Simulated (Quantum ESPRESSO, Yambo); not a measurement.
# Excitons of MoS2 (P6_3/mmc) on ever denser meshes, part 2 of 3

Aim: follow the lowest exciton of MoS2 (P6_3/mmc) as the mesh is refined.

Quantum ESPRESSO 7.5 and Yambo 5.3.0; PBE and many-body steps on it, plane waves. Known limits of the many-body steps: not at the basis limit; no spin-orbit coupling in some runs; coarse k mesh; bindings not settled in the k mesh.

So far. Step 4 (Screening and self-energy, 3×3×1 mesh, 112 bands …): The gap on the mesh goes from 1.05 eV to 1.74 eV, a correction of +0.69 eV. Step 5 (Empty states on the mesh, 3×3×1 mesh, 102 bands): On this mesh the gap is 1.045 eV.

The database entry behind the starting cell differs from later determinations by our own check (about 0.3 % long), so it need not match the best structure at ambient conditions.

## Step 7: Excitons

Optical absorption needs the electron-hole interaction, solved here in a basis of vertical transitions on the mesh.

This step: Bethe-Salpeter equation on PBE with a scissors shift with spin-orbit coupling, plane waves, norm-conserving pseudopotentials.

bse3.in

```
optics
bss
bse
em1s
dipoles
rim_cut
RandQpts= 1000000
RandGvec= 1 RL
Chimod= "HARTREE"
BSKmod= "SEX"
BSEmod= "resonant"
BSSmod= "d"
BSENGexx= 20 Ry
BSENGBlk= 4 Ry
% BSEQptR
 1 | 1 |
%
% BSEBands
 47 | 60 |
%
% BEnRange
 0 | 4 | eV
%
% BDmRange
 0.1 | 0.1 | eV
%
BEnSteps= 81
% BLongDir
 1 | 0 | 0 |
%
% BndsRnXs
 17 | 102 |
%
NGsBlkXs= 4 Ry
% LongDrXs
 1 | 1 | 1 |
%
% KfnQP_E
 0.65 | 1.0 | 1.0 |
%
WRbsWF
FFTGvecs= 32 Ry
```

The run is started by

```bash
$ OMP_NUM_THREADS=4 mpirun -n 2 yambo -F bse3.in -J bse3 -C bse3 > bse3.log
```

The log of the run:

```text
 Yambo, version 5.3.0

 [02] CORE Variables Setup
 =========================

  [... cell, symmetries and grids as in the set-up ...]

  [02.05] Energies & Occupations
  ==============================

  [X] === General ===
  [X] Electronic Temperature                        :  0.000000  0.000000 [eV K]
  [X] Bosonic    Temperature                        :  0.000000  0.000000 [eV K]
  [X] Finite Temperature mode                       : no
  [X] El. density                                   :  0.48515E+24 [cm-3]
  [X] Fermi Level                                   :  11.00054 [eV]

  [X] === Gaps and Widths ===
  [X] Conduction Band Min                           :  1.044859 [eV]
  [X] Valence Band Max                              :  0.000000 [eV]
  [X] Filled Bands                                  :   52
  [X] Empty Bands                                   :   53  102
  [X] Direct Gap                                    :  1.621715 [eV]
  [X] Direct Gap localized at k                     :  3
  [X] Indirect Gap                                  :  1.044859 [eV]
  [X] Indirect Gap between kpts                     :  1  3
  [X] Last valence band width                       :  1.539127 [eV]
  [X] 1st conduction band width                     :  1.008490 [eV]

 [03] Transferred momenta grid and indexing
 ==========================================

 [BZ sampling] Q-grid is User defined and/or read from the database

 IBZ Q-points                                      :  3
 BZ  Q-points                                      :   9

 K/Q-points units:
 rlu = crystal or reduced units; cc = cartesian coordinates; iku = interal k-units

 Q [1]          [rlu]:  0.000000  0.000000  0.000000
 Q [2]          [rlu]: -0.79644E-17  0.33333       0.0000
 Q [3]          [rlu]:  0.333333  0.333333  0.000000

  [03.01] X + BSE indexes
  =======================

   [03.01.01] Sigma indexes
   ========================

 [04] Coloumb potential Random Integration (RIM)
 ===============================================

  [04.01] RIM initialization
  ==========================

  * Diagonal components only detected *

  8 x (sBL volume)        :  0.304834 [a.u.]
  sBZ random points       :  1000000
  Points outside the sBZ  :   7993074
  RL volume               :  0.342938 [a.u.]
  Integrated volume       :  0.343236 [a.u.]

  [04.02] RIM integrals
  =====================

  Gamma point sphere radius             :  0.122078 [a.u.]
  Points outside the sphere             :   799724
  [Int_sBZ(q=0) 1/q^2]*(Vol_sBZ)^(-1/3) =:  7.615907
                                 should be <:  7.795600

  Summary of Coulomb integrals for non-metallic bands |Q|[au] RIM/Bare

  Q [1] 0.100000E-4 0.976949 * Q [2] 0.403838 1.108297
  Q [3] 0.699467 1.036392

 [05] External/Internal QP corrections
 =====================================

 [QP_apply] Action to be applied: USER defined scissor

  [05.01]  QP corrections report
  ==============================

  [K+QP] === General ===
  [K+QP] Electronic Temperature                     :  0.000000  0.000000 [eV K]
  [K+QP] Bosonic    Temperature                     :  0.000000  0.000000 [eV K]
  [K+QP] Finite Temperature mode                    : no
  [K+QP] El. density                                :  0.48515E+24 [cm-3]
  [K+QP] Fermi Level                                :  0.000000 [eV]

  [K+QP] === Gaps and Widths ===
  [K+QP] Conduction Band Min                        :  1.694859 [eV]
  [K+QP] Valence Band Max                           :  0.000000 [eV]
  [K+QP] Filled Bands                               :   52
  [K+QP] Empty Bands                                :   53  102
  [K+QP] Direct Gap                                 :  2.271715 [eV]
  [K+QP] Direct Gap localized at k                  :  3
  [K+QP] Indirect Gap                               :  1.694859 [eV]
  [K+QP] Indirect Gap between kpts                  :  1  3
  [K+QP] Last valence band width                    :  1.539127 [eV]
[...]
io_BSS_diago :      0.0082s P1 ( 2 calls,   4.089 msec avg) [MAX]      0.0001s P2 ( 2 calls,   0.056 msec avg) [min]
      MATRIX transfer (X_G_finite_q_X_redux_1_1) :      0.0002s P1 ( 3 calls,   0.050 msec avg) [MAX]      0.0001s P2 ( 3 calls,   0.040 msec avg) [min]
                                       X (REDUX) :      0.0026s P2 ( 3 calls,   0.872 msec avg) [MAX]      0.0001s P1 ( 3 calls,   0.040 msec avg) [min]
                          BSE components folding :      0.0002s P2 [MAX]      0.0002s P1 [min]
                                    scatter_Gamp :      0.0003s P2 ( 3 calls,   0.091 msec avg) [MAX]      0.0002s P1 ( 3 calls,   0.066 msec avg) [min]
                              BSE matrix filling :      0.0003s P1 [MAX]      0.0002s P2 [min]
                                      Xo (REDUX) :      0.0660s P1 ( 3 calls,  21.986 msec avg) [MAX]      0.0003s P2 ( 3 calls,   0.102 msec avg) [min]
                                    PP_uspp_init :      0.0007s P1 (11 calls,   0.060 msec avg) [MAX]      0.0006s P2 (11 calls,   0.053 msec avg) [min]
                              BSE matrix (REDUX) :      0.0010s P2 [MAX]      0.0009s P1 [min]
                                   X (procedure) :      0.0038s P1 ( 3 calls,   1.279 msec avg) [MAX]      0.0013s P2 ( 3 calls,   0.437 msec avg) [min]
                                  eval_G_minus_G :      0.0021s P1 [MAX]      0.0019s P2 [min]
                               SERIAL_lin_system :      0.0020s P1 ( 3 calls,   0.654 msec avg)
                                        io_QINDX :      0.0126s P1 ( 5 calls,   2.527 msec avg) [MAX]      0.0054s P2 ( 3 calls,   1.789 msec avg) [min]
                                     BSE dipoles :      0.0065s P1 [MAX]      0.0065s P2 [min]
                                      T_space IP :      0.0066s P1 [MAX]      0.0065s P2 [min]
                                            io_X :      0.0258s P1 (15 calls,   1.721 msec avg) [MAX]      0.0083s P2 (15 calls,   0.555 msec avg) [min]
                                 bz_samp_indexes :      0.0087s P2 [MAX]      0.0086s P1 [min]
                                           io_BS :      0.0109s P1 (17 calls,   0.644 msec avg) [MAX]      0.0086s P2 (16 calls,   0.536 msec avg) [min]
                                     io_KB_pwscf :      0.0124s P1 ( 5 calls,   2.471 msec avg) [MAX]      0.0097s P2 ( 5 calls,   1.935 msec avg) [min]
                                         io_GROT :      0.0143s P1 ( 2 calls,   7.157 msec avg) [MAX]      0.0127s P2 ( 2 calls,   6.339 msec avg) [min]
                                      io_DIPOLES :      0.0233s P1 (14 calls,   1.668 msec avg) [MAX]      0.0135s P2 (11 calls,   1.224 msec avg) [min]
                                       FFT_setup :      0.0192s P2 (11 calls,   1.747 msec avg) [MAX]      0.0190s P1 (11 calls,   1.731 msec avg) [min]
                                     K_WF_phases :      0.0505s P2 [MAX]      0.0350s P1 [min]
                                     io_fragment :      0.0376s P2 (28 calls,   1.343 msec avg) [MAX]      0.0366s P1 (34 calls,   1.077 msec avg) [min]
                                           io_WF :      0.0648s P2 (38 calls,   1.705 msec avg) [MAX]      0.0608s P1 (38 calls,   1.601 msec avg) [min]
                                T_space EXX Osc. :      0.0842s P2 ( 6 calls,  14.027 msec avg) [MAX]      0.0733s P1 ( 6 calls,  12.218 msec avg) [min]
                                     WF_load_FFT :      0.1180s P2 (11 calls,  10.732 msec avg) [MAX]      0.0966s P1 (11 calls,   8.783 msec avg) [min]
                               T_space CORR Osc. :      0.1110s P1 (11 calls,  10.089 msec avg) [MAX]      0.1039s P2 (10 calls,  10.387 msec avg) [min]
                            X T_space Kernel sum :      0.1823s P1 (22 calls,   8.288 msec avg) [MAX]      0.1166s P2 (20 calls,   5.831 msec avg) [min]
                SERIAL_HERMITIAN_diagonalization :      0.2579s P2 [MAX]      0.2480s P1 [min]
                                  LINEAR ALGEBRA :      0.2579s P2 [MAX]      0.2500s P1 ( 4 calls,  62.501 msec avg) [min]
                                    Diago Solver :      0.2768s P1 [MAX]      0.2677s P2 [min]
                                X T_space Kernel :      0.4362s P1 [MAX]      0.3881s P2 [min]
                                             RIM :      0.5087s P1 [MAX]      0.5082s P2 [min]
                                  Xo (procedure) :      0.5800s P2 ( 3 calls, 193.322 msec avg) [MAX]      0.5202s P1 ( 3 calls, 173.390 msec avg) [min]
                                  DIPOLE_g_space :      2.3626s P1 [MAX]      2.2075s P2 [min]
                                         Dipoles :      3.3808s P1 [MAX]      3.3808s P2 [min]

 [11] Game Over & Game summary
```

Wall time 6.1 s (2 MPI ranks of Arm Neoverse V2, shared host); peak memory 0.64 GiB.

Numbers from this step:

```
transitions in the window                                      : 432
direct gap of the transition levels                            : 2.272 eV
lowest state                                                   : 1.679 eV
first strong exciton (over a fiftieth of the strongest listed) : 1.716 eV
binding of the lowest state below the direct gap               : 0.5924 eV
Coulomb term of one mesh cell                                  : 0.2867 eV
```

The lowest state lies at 1.679 eV, 0.592 eV under the direct gap.

Lines within 3 meV are set at the lowest of them, and the highest group, which the list may cut short, is left out. Exciton lines, with heights relative to the strongest:

| position (eV) | lines merged | strength, relative |
| --- | --- | --- |
| 1.679 | 4 | 0.0 |
| 1.716 | 2 | 22 |
| 1.722 | 2 | 8.6 |
| 1.818 | 4 | 0.0 |
| 1.911 | 2 | 32 |
| 1.917 | 2 | 100 |

Field along x; broadening 0.1 eV; transition window only. Limits: finite bands, cutoff and mesh; coarse k mesh. The ε₂ by photon energy; read off at these points:

| photon energy (eV) | BSE | no electron-hole interaction |
| --- | --- | --- |
| 0.00 | 0.245 | 0.169 |
| 0.10 | 0.270 | 0.183 |
| 0.20 | 0.300 | 0.199 |
| 0.30 | 0.335 | 0.217 |
| 0.45 | 0.401 | 0.249 |
| 0.55 | 0.458 | 0.274 |
| 0.65 | 0.528 | 0.304 |
| 0.75 | 0.617 | 0.339 |
| 0.85 | 0.733 | 0.382 |
| 0.95 | 0.887 | 0.433 |
| 1.10 | 1.24 | 0.533 |
| 1.20 | 1.61 | 0.621 |
| 1.30 | 2.20 | 0.735 |
| 1.40 | 3.23 | 0.886 |
| 1.50 | 5.29 | 1.09 |
| 1.60 | 10.3 | 1.38 |
| 1.75 | 25.8 | 2.13 |
| 1.85 | 42.1 | 3.04 |
| 1.90 | 55.4 | 3.76 |
| 1.95 | 50.3 | 4.76 |
| 2.05 | 20.6 | 8.55 |
| 2.15 | 9.52 | 19.0 |
| 2.25 | 5.83 | 43.5 |
| 2.40 | 4.68 | 32.5 |
| 2.50 | 3.82 | 37.7 |
| 2.60 | 2.72 | 18.3 |
| 2.70 | 2.37 | 8.83 |
| 2.80 | 2.44 | 5.65 |
| 2.90 | 2.89 | 3.69 |
| 3.05 | 4.93 | 2.56 |
| 3.15 | 8.97 | 2.36 |
| 3.25 | 20.4 | 2.46 |
| 3.35 | 30.6 | 2.84 |
| 3.45 | 29.6 | 3.77 |
| 3.55 | 24.0 | 5.97 |
| 3.70 | 13.7 | 14.8 |
| 3.80 | 12.0 | 30.7 |
| 3.90 | 10.3 | 36.0 |
| 4.00 | 11.9 | 24.8 |

## Step 8: Empty states on the mesh, 6×6×2 mesh, 102 bands

This step: Quantum ESPRESSO 7.5; DFT, PBE with spin-orbit coupling, plane waves, norm-conserving pseudopotentials.

pw.in

```
&control
  calculation = 'nscf'
  prefix = 'x'
  outdir = 'o'
  pseudo_dir = 'pseudo'
/
&system
  ibrav = 0
  nat = 6
  ntyp = 2
  ecutwfc = 72.0
  nbnd = 102
  force_symmorphic = .true.
  noncolin = .true.
  lspinorb = .true.
/
&electrons
  conv_thr = 1e-9
  electron_maxstep = 80
  diago_full_acc = .true.
  diago_thr_init = 5e-6
/
ATOMIC_SPECIES
  Mo 95.95 Mo.upf
  S 32.06 S.upf
CELL_PARAMETERS angstrom
  3.1690000000 -0.0000000000 0.0000000000
  -1.5845000000 2.7444345046 0.0000000000
  0.0000000000 0.0000000000 12.3240000000
ATOMIC_POSITIONS crystal
  Mo 0.3333333333 0.6666666667 0.2500000000
  Mo 0.6666666667 0.3333333333 0.7500000000
  S 0.3333333333 0.6666666667 0.6230000000
  S 0.6666666667 0.3333333333 0.1230000000
  S 0.3333333333 0.6666666667 0.8770000000
  S 0.6666666667 0.3333333333 0.3770000000
K_POINTS automatic
  6 6 2 0 0 0
```

The run is started by

```bash
$ OMP_NUM_THREADS=1 mpirun -n 8 pw.x -nk 4 -in pw.in > pw.out
```

The log of the run:

```text
[banner, memory and clock lines left out]
Program PWSCF v.7.5 starts

     Atomic positions and unit cell read from directory:
     o/x.save/

     Message from routine setup:
     using ibrav=0 with symmetry is DISCOURAGED, use correct ibrav instead

     bravais-lattice index     =            0
     lattice parameter (alat)  =       5.9885  a.u.
     unit-cell volume          =     723.3082 (a.u.)^3
     number of atoms/cell      =            6
     number of atomic types    =            2
     number of electrons       =        52.00
[...]
k = 0.0000 0.0000-0.1286 (  7394 PWs)   bands (ev):

[...]
23.2520  23.2520  23.2521  23.2521  26.1981  26.1991

          k = 0.0000 0.1925 0.0000 (  7442 PWs)   bands (ev):

[...]
20.7011  20.7011  21.0194  21.0194  21.5920  21.5920  22.0146  22.0146
    22.0905  22.0905  22.2174  22.2174  22.4945  22.4945  22.7920  22.7920
    23.5238  23.5239  23.7981  23.7981  24.5158  24.5158

          k = 0.0000 0.1925-0.1286 (  7432 PWs)   bands (ev):

     [... further k-points ...]

     highest occupied, lowest unoccupied level (ev):    11.0005   11.8837

     XML data file, pseudopotentials, collected wavefunctions
```

Run time: 36 s. Hardware: 8 MPI ranks; peak memory 1.1 GiB.

Numbers from this step:

| Quantity | Value |
| --- | --- |
| gap | 0.8831 eV |
| k of the valence top | 0, 0, 0 |
| k of the conduction bottom | 0.1667, 0.1667, 0 |
| least direct gap | 1.622 eV |
| k points computed | 14 |
| lowest point of the top converged band, above the valence top | 12.88 eV |

On this mesh the gap is 0.883 eV.

## Step 9: Conversion and set-up

This step: Yambo 5.3.0; conversion and set-up on PBE with spin-orbit coupling, plane waves, norm-conserving pseudopotentials.

The run is started by

```bash
$ (cd o/x.save; p2y > p2y.log; mv SAVE ../..); yambo > setup.log
```

The log of the run:

```text
 Yambo, version 5.3.0

 [02] CORE Variables Setup
 =========================

  [02.01] Unit cells
  ==================

  Cell kind             :  HCP
  Atoms in the cell     :  Mo  S
  number of Mo atoms    :  2
  number of S  atoms    :   4

  List of atomic masses
  Mass of Mo    :  95.95000
  Mass of S     :  32.06000

  List of atomic coordinates    : [cc]
  Mo1       : -0.29943E-09   3.4575       5.8222      order 1
  Mo2       :   2.99427   1.72874  17.46674  order 2
  S1       : -0.29943E-09   3.4575       14.509      order 3
[...]
Q [ 1]         [rlu]:  0.000000  0.000000  0.000000
 Q [ 2]         [rlu]:  0.000000  0.000000 -0.500000
 Q [ 3]         [rlu]: -0.39822E-17  0.16667       0.0000
[...]
Q [ 8]         [rlu]:  0.11947E-16 -0.50000     -0.50000
 Q [ 9]         [rlu]:  0.166667  0.166667  0.000000
 Q [10]         [rlu]:  0.166667  0.166667 -0.500000
 Q [11]         [rlu]:  0.166667  0.333333  0.000000
 Q [12]         [rlu]:  0.166667  0.333333 -0.500000
 Q [13]         [rlu]:  0.333333  0.333333  0.000000
 Q [14]         [rlu]:  0.333333  0.333333 -0.500000

  [03.01] X indexes
  =================

   [03.01.01] Sigma indexes
   ========================

 [06] Game Over & Game summary
```

Run time: 3.5 s. Hardware: 1 MPI rank; peak memory 0.25 GiB.

## Step 10: k mesh (6×6×2)

This step: Bethe-Salpeter equation on PBE with a scissors shift with spin-orbit coupling, plane waves, norm-conserving pseudopotentials.

bse5.in, as its differences from bse3.in of step 7:

```diff
@@ -18,3 +18,3 @@
 % BSEBands
- 47 | 60 |
+ 49 | 60 |
 %
```

The run is started by

```bash
$ OMP_NUM_THREADS=4 mpirun -n 2 yambo -F bse5.in -J bse5 -C bse5 > bse5.log
```

The log of the run:

```text
 Yambo, version 5.3.0

 [02] CORE Variables Setup
 =========================

  [... cell, symmetries and grids as in the set-up ...]

  [02.05] Energies & Occupations
  ==============================

  [X] === General ===
  [X] Electronic Temperature                        :  0.000000  0.000000 [eV K]
  [X] Bosonic    Temperature                        :  0.000000  0.000000 [eV K]
  [X] Finite Temperature mode                       : no
  [X] El. density                                   :  0.48515E+24 [cm-3]
  [X] Fermi Level                                   :  11.00054 [eV]

  [X] === Gaps and Widths ===
  [X] Conduction Band Min                           :  0.883132 [eV]
  [X] Valence Band Max                              :  0.000000 [eV]
  [X] Filled Bands                                  :   52
  [X] Empty Bands                                   :   53  102
  [X] Direct Gap                                    :  1.621715 [eV]
  [X] Direct Gap localized at k                     :  13
  [X] Indirect Gap                                  :  0.883132 [eV]
  [X] Indirect Gap between kpts                     :   1   9
  [X] Last valence band width                       :  1.612401 [eV]
  [X] 1st conduction band width                     :  1.177398 [eV]

 [03] Transferred momenta grid and indexing
 ==========================================

 [BZ sampling] Q-grid is User defined and/or read from the database

 IBZ Q-points                                      :  14
 BZ  Q-points                                      :   72

 K/Q-points units:
 rlu = crystal or reduced units; cc = cartesian coordinates; iku = interal k-units

 Q [ 1]         [rlu]:  0.000000  0.000000  0.000000
 Q [ 2]         [rlu]:  0.000000  0.000000 -0.500000
[...]
Global Gauge                                     : length
  X matrix size                                    :   93
  X band range                                     :   17  102
  X e/h energy range                               : -1.000000 -1.000000 [eV]
  X Time ordering                                  : T
  X Hxc Kernel                                     : HARTREE
  X Drude frequency                                :  0.000000  0.000000
  X poles                                          :  100.0000 [o/o]
  RL vectors in the sum                            :  2275
  [r,Vnl] included                                 : yes
  Field direction                                  :  0.577350E-5  0.577350E-5  0.577350E-5
  BZ energy Double Grid                            : no
  BZ energy DbGd points                            : 0
  BZ Q point size factor                           : -1.000000
  X Optical Averaged directions                    : none

 [08] Bethe Salpeter Equation driver
 ===================================

  [08.01] Bethe Salpeter Equation @q1
  ===================================

   [08.01.01] Transition pre-analysis @q1
   ======================================

   [08.01.02] Transition Groups build-up @q1
   =========================================

   [BSK] Transition groups (total):  28
   [BSK] Size (resonant):  2304
   [BSK]         (total):  2304
   [BSK] N. of matrices :  1

   [08.01.03] Loading Dipoles @q1
   ==============================

   [08.01.04] Independent Particles properties @q1
   ===============================================

   ==========================================================

   [BSE] Exchange components :  1107
   [BSE] Correlation components :    93   809

    [08.01.05.01] Screened interaction header I/O
    =============================================

    [08.01.05.02] Main kernel loop
    ==============================

    [08.01.05.03] Wave-Function Phases
    ==================================

    [BSE] WF phases found       :  44.64286 [o/o]

   [08.01.06] BSE solver(s) @q1
   ============================

   [08.01.07] Diago Solver @q1
   ===========================

 [11] Game Over & Game summary
```

Run time: 75 s. Hardware: 2 MPI ranks; peak memory 0.94 GiB.

Numbers from this step:

```yaml
transitions_in_the_window: 2304
direct_gap_of_the_transition_levels: 2.272 eV
lowest_state: 1.969 eV
first_strong_exciton_over_a_fiftieth_of_the_strongest_listed: 1.984 eV
binding_of_the_lowest_state_below_the_direct_gap: 0.3030 eV
coulomb_term_of_one_mesh_cell: 0.1677 eV
```

The binding is 1.8 times the screened Coulomb term of one mesh cell (0.17 eV), so it is not shown settled.

The lowest state lies at 1.969 eV, 0.303 eV under the direct gap.

The window of bands is narrower than in the first exciton run, so this row is not like for like with it.

(Part 2 of 3 ends here.)

[Paths, hosts, dates, memory and timing lines, banners, echoed tables and standing remarks are left out of the program output.]

[Logs are printed without paths, hosts, clocks, repeated set-up lines and the standing remarks that a program may print on its own settings, such as how far it seeks lower states.]

[Runs of the session that timed out or met a known fault of the program may be left out.]

[Hosts, paths, dates, database ids (printed as entryN), source tags and the programs' standing remarks are cut or masked in the printed files.]
